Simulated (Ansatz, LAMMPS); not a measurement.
## Relaxing a frame of liquid furan from 300 K (207 atoms)

How does a frame of liquid furan from 300 K (207 atoms) relax, and what do bonds, charges and levels look like afterwards?

Method: Kohn-Sham DFT, PBE+D4, PAW (set soft_2), plane waves, in Ansatz 0.2.0.

## Step 1: Set-up

The cell holds 207 atoms: 92 C, 23 O and 92 H. Cell: a = 14.037 Å, b = 14.037 Å, c = 14.037 Å, α = 90.0°, β = 90.0°, γ = 90.0°. 23 furan placed at random, at 0.94 g/cm³; overlaps pushed apart, then 10 ps at 450 K with MMFF94 bonds, angles, torsions, charges and radii (Halgren, J. Comput. Chem. 17, 490 (1996)) in harmonic and 12-6 forms. Snapshot after 20 ps at 300 K and fixed volume.

What the set-up can't give: The network of contacts between molecules at the start is that of the classical potential that made the cell. The density was typed from a rule of thumb and may lie off the real one at this temperature. The Brillouin zone is sampled at Γ only, in a cell whose shortest periodic width is 14 Å.

## Step 2: Single point at the start

The forces at the start show how far the geometry lies from a minimum of this functional.

Input file input.yaml:

```yaml
crystal:
  lattice:
    - [14.03715, 0.0, 0.0]
    - [0.0, 14.03715, 0.0]
    - [0.0, 0.0, 14.03715]
  atoms:
    - { symbol: C, position: [0.10043, 0.62382, 0.13375] }
    - { symbol: C, position: [0.1241, 0.57833, 0.21992] }
    - { symbol: C, position: [0.03768, 0.56482, 0.26736] }
    - { symbol: O, position: [0.96472, 0.59639, 0.21037] }
    [... 197 atom lines left out ...]
    - { symbol: O, position: [0.03304, 0.24983, 0.48886] }
    - { symbol: C, position: [0.11064, 0.23192, 0.54558] }
    - { symbol: H, position: [0.17005, 0.30174, 0.6622] }
    - { symbol: H, position: [0.02435, 0.42316, 0.63673] }
    - { symbol: H, position: [0.92965, 0.35405, 0.47452] }
    - { symbol: H, position: [0.13835, 0.16264, 0.52079] }
kpoints:
  mp_grid: { grid: [1, 1, 1] }
hamiltonian:
  xc: pbe
  dispersion: d4
scf:
  occupations: { method: fixed }
output:
  forces: true
  stress: true
  populations: true
  dos:
    method: { smearing: { sigma: 0.08 } }
    de: 0.1
    projected: { site_lists: { C: [C], H: [H], O: [O] } }
  eigenvalues: true
```

The run is started by

```
$ ansatz run input.yaml --threads 4 --pin off --max-ram 8192MiB --backend cpu --events-out ev --progress --plain --runs-dir out
```

It took 36 s on 4 threads of Intel Xeon 6975P-C (Granite Rapids), shared host; peak memory 3.8 GiB; 2.1 min of CPU time.

Numbers from this run:

```
free energy                                      : -37570.0071 eV
free energy per atom                             : -181.4976 eV/atom
SCF cycles                                       : 11
pressure                                         : 0.1268 GPa
r.m.s. force component                           : 1.014 eV/Å
longest force                                    : 4.322 eV/Å
Fermi energy                                     : -0.7147 eV
gap (highest filled to lowest empty level) : 3.816 eV
spilling of the projection                       : 0.01373
```

The r.m.s. force component of 1.0 eV/Å and the pressure of 0.13 GPa set the starting point.

Length of the force by element:

```tsv
element	coordination	atoms	mean length of the force (eV/Å)	spread	least	most
C	all	92	1.99	0.949	0.217	4.32
H	all	92	1.07	0.631	0.235	3.22
O	all	23	1.37	0.557	0.375	2.95
```

## Step 3: Relaxation

With the cell held, the atoms are moved downhill towards a nearby minimum.

input.yaml, the sections that differ from step 2:

```yaml
output:
  forces: true
relax:
  f_tol: 0.05
  max_steps: 200
# crystal, kpoints, hamiltonian, scf: as in step 2
```

It took 14 min on 4 threads; peak memory 3.5 GiB.

The steps of the relaxation (22 of 61):

```tsv
step	energy less that of the first step (eV)	largest force component (eV/Å)
1	0.0000	3.7395
4	-7.7320	0.4102
7	-8.1443	0.2485
10	-8.2979	0.2227
12	-8.3639	0.3723
15	-8.4566	0.3351
18	-8.5226	0.3456
21	-8.5784	0.1199
24	-8.6172	0.1472
27	-8.6537	0.2013
30	-8.6888	0.1712
32	-8.7069	0.2118
35	-8.7312	0.2308
38	-8.7526	0.2228
41	-8.7740	0.1670
44	-8.7883	0.0637
47	-8.7979	0.0351
50	-8.8042	0.0135
52	-8.8089	0.0959
55	-8.8180	0.2152
58	-8.8279	0.2033
61	-8.8368	0.0401
```

Relaxation step 46 was tried and not accepted.

The atoms that moved most (Å):

```tsv
atom	dx	dy	dz	length
H161	-1.208	2.310	1.120	2.837
H70	-0.615	0.172	-2.600	2.677
H72	0.402	1.371	1.843	2.332
H126	1.886	-0.088	-1.054	2.163
C156	-0.894	1.589	1.092	2.125
H69	0.126	1.957	-0.751	2.099
H81	-1.689	-1.167	0.063	2.054
H79	1.301	0.860	-1.313	2.038
```

The relaxation changed the energy by -42.7 meV/atom, and atoms moved by 1.2 Å r.m.s., 2.8 Å at most.

## Step 4: Distances and neighbours after relaxation

Density 0.94 g/cm³, 13.36 Å³ an atom.

g(r), total and by pair (bins of 0.2 Å):

```tsv
r (Å)	total	C-C	C-H	C-O	H-H	H-O	O-O
1.00	4.09	0.00	10.35	0.00	0.00	0.00	0.00
1.20	0.00	0.00	0.00	0.00	0.00	0.00	0.00
1.40	3.08	9.29	0.00	12.65	0.00	0.00	0.00
1.60	0.00	0.00	0.00	0.00	0.00	0.00	0.00
1.80	0.00	0.00	0.00	0.00	0.00	0.00	0.00
2.00	0.55	0.00	0.00	0.00	0.00	5.55	0.00
2.20	2.62	3.67	3.58	4.83	0.00	0.00	0.00
2.40	0.04	0.00	0.00	0.00	0.00	0.43	0.00
2.60	0.12	0.00	0.02	0.00	0.26	0.62	0.00
2.80	0.86	0.00	0.36	0.00	2.94	1.38	0.00
3.00	0.53	0.00	0.55	0.00	1.13	0.92	0.00
3.20	1.44	0.00	2.18	0.00	1.49	2.85	0.40
3.40	0.97	0.00	1.55	0.40	1.25	0.71	0.34
3.60	0.86	0.27	0.92	1.24	1.37	0.40	0.95
3.80	0.97	1.14	1.02	1.15	0.83	0.61	0.58
4.00	1.01	1.59	0.89	0.74	0.94	0.75	0.52
4.20	1.00	1.08	1.05	0.62	1.03	0.88	1.91
4.40	1.05	1.05	1.03	0.78	1.35	0.74	1.52
4.60	0.90	0.99	0.95	1.16	0.55	0.95	1.38
4.80	1.02	1.23	0.90	1.10	0.81	1.33	1.82
5.00	1.04	1.09	0.96	1.50	0.94	1.12	0.67
5.20	1.06	1.44	0.93	1.29	0.90	0.96	0.77
5.40	1.10	1.34	1.05	1.33	0.96	0.95	0.70
5.60	1.09	1.12	1.01	1.47	0.94	1.26	1.06
5.80	1.11	1.40	0.90	1.22	1.21	1.06	0.99
6.00	1.01	1.20	0.89	1.14	1.08	0.82	1.52
6.20	1.07	1.02	1.08	1.18	1.11	0.96	1.29
6.40	1.03	0.90	1.15	0.92	1.01	0.90	1.12
```

## Step 5: Single point at the relaxed geometry

One more single point at the end of the walk gives the fuller output and checks the residual forces.

Input file input.yaml:

```yaml
crystal:
  lattice:
    - [14.03715, 0.0, 0.0]
    - [0.0, 14.03715, 0.0]
    - [0.0, 0.0, 14.03715]
  atoms:
    - { symbol: C, position: [0.1133, 0.65915, 0.13966] }
    - { symbol: C, position: [0.18525, 0.62386, 0.20285] }
    - { symbol: C, position: [0.13853, 0.57568, 0.27315] }
    - { symbol: O, position: [0.04214, 0.57868, 0.25802] }
    [... 197 atom lines left out ...]
    - { symbol: O, position: [0.0612, 0.24916, 0.52988] }
    - { symbol: C, position: [0.09698, 0.25949, 0.62025] }
    - { symbol: H, position: [0.07994, 0.36786, 0.73126] }
    - { symbol: H, position: [0.96302, 0.45072, 0.598] }
    - { symbol: H, position: [0.96926, 0.32874, 0.44414] }
    - { symbol: H, position: [0.14474, 0.20376, 0.64424] }
kpoints:
  mp_grid: { grid: [1, 1, 1] }
hamiltonian:
  xc: pbe
  dispersion: d4
scf:
  occupations: { method: fixed }
output:
  forces: true
  stress: true
  populations: true
  dos:
    method: { smearing: { sigma: 0.08 } }
    de: 0.1
    projected: { site_lists: { C: [C], H: [H], O: [O] } }
  eigenvalues: true
  write_density: true
  write_potential: true
  volumetric_format: npy
  elf: true
```

Wall time 40 s (4 threads); peak memory 3.8 GiB; 2.4 min of CPU time.

The program notes that the exchange-correlation potential is rough where the density is thin.

The run gave:

```
free energy                                      : -37578.8439 eV
free energy per atom                             : -181.5403 eV/atom
SCF cycles                                       : 11
pressure                                         : -0.4026 GPa
r.m.s. force component                           : 0.0063 eV/Å
longest force                                    : 0.0428 eV/Å
Fermi energy                                     : -0.9447 eV
gap (highest filled to lowest empty level) : 4.125 eV
spilling of the projection                       : 0.01378
```

Löwdin charges by element (they lack the spilled electrons, 0.040 e an atom on average):

```tsv
element	coordination	atoms	mean charge (e)	spread	least	most
C	all	92	-0.0829	0.113	-0.209	0.0439
H	all	92	0.219	0.0057	0.206	0.233
O	all	23	-0.186	0.0049	-0.198	-0.177
```

Density of states as counts of states in windows of 1 eV (from the Fermi level), total and the larger projections:

```tsv
from (eV)	to (eV)	total	C p	O p	H s	C s
-14	-13	29.0	3.0	6.9	3.1	15.5
-13	-12	17.0	1.8	4.1	1.8	9.1
-12	-10	0.0	0.0	0.0	0.0	0.0
-10	-9	46.0	20.2	10.0	5.1	9.7
-9	-8	56.6	24.6	2.3	12.5	13.9
-8	-7	35.4	16.5	5.9	7.9	3.0
-7	-6	1.1	0.5	0.5	0.0	0.0
-6	-5	90.9	39.7	32.3	14.3	3.3
-5	-4	90.2	61.0	6.7	20.2	1.2
-4	-3	47.9	19.2	21.9	2.8	0.4
-3	-2	0.0	0.0	0.0	0.0	0.0
-2	-1	46.0	32.9	12.7	0.0	0.1
-1	0	45.2	44.9	0.1	0.0	0.0
0	1	0.8	0.8	0.0	0.0	0.0
1	3	0.0	0.0	0.0	0.0	0.0
3	4	0.2	0.1	0.0	0.0	0.0
4	5	47.9	34.9	6.8	1.5	0.5
```

The curve was stored every 0.100 eV, coarse against its broadening of 0.08 eV, so these counts are rough.

With fixed occupations the program's Fermi level is the highest filled level; weight inside the gap is the broadening of levels at its edges.

Between -23 and -14 eV lie 92 more states.

The levels nearest the highest filled one (over half full), pooled over k-points and spins:

```tsv
level less the highest filled one (eV)	occupation
-0.142	2
-0.116	2
-0.0761	2
-0.0486	2
-0.0288	2
0	2
4.13	0
4.19	0
4.24	0
4.28	0
4.32	0
4.33	0
```

Mean Löwdin charges: C -0.08, H +0.22, O -0.19 e (they miss 1.4 % of the electrons, so they add up to more than the cell's charge). The largest share in the top eV of filled states is C p (100 % of the projected weight), and in the lowest eV of empty states C p (80 % of the projected weight).

## Step 6: Outcome

| Item | Value |
| --- | --- |
| energy change in the relaxation | -42.69 meV/atom |
| r.m.s. displacement | 1.162 Å |
| largest displacement | 2.837 Å |
| free energy per atom | -181.5403 eV/atom |
| pressure | -0.4026 GPa |
| r.m.s. force component | 0.0063 eV/Å |
| gap (highest filled to lowest empty level) | 4.125 eV |
| wall time of the 3 DFT runs | 15 min |

What this shows: Relaxation lowers the energy by 42.7 meV/atom and moves atoms by 1.2 Å r.m.s.; the r.m.s. force component goes from 1.0 to 0.0063 eV/Å, the pressure goes from 0.13 to -0.40 GPa, and the gap from 3.82 to 4.13 eV. From the first step to the last the energy fell by 8.837 eV, and the largest move was 2.84 Å (H161). Between filled and empty levels lie 4.13 eV (at Γ alone); a semilocal functional tends to put such gaps too low. In a disordered cell it changes from sample to sample and from frame to frame.

What to keep in mind: The network of contacts between molecules at the start is that of the classical potential that made the cell; in DFT atoms moved by 1.2 Å r.m.s.

[Logs are printed without paths, hosts, clocks, repeated set-up lines and the standing remarks that a program may print on its own settings, such as how far it seeks lower states.]

[Hosts, paths, dates, database ids (printed as entryN), source tags and the programs' standing remarks are cut or masked in the printed files.]

[The MMFF94 radii named for the starting cell were scaled by 0.96; in molecules described by MMFF94, hydrogen bound to N, O or S took a small fixed 12-6 site in their place.]
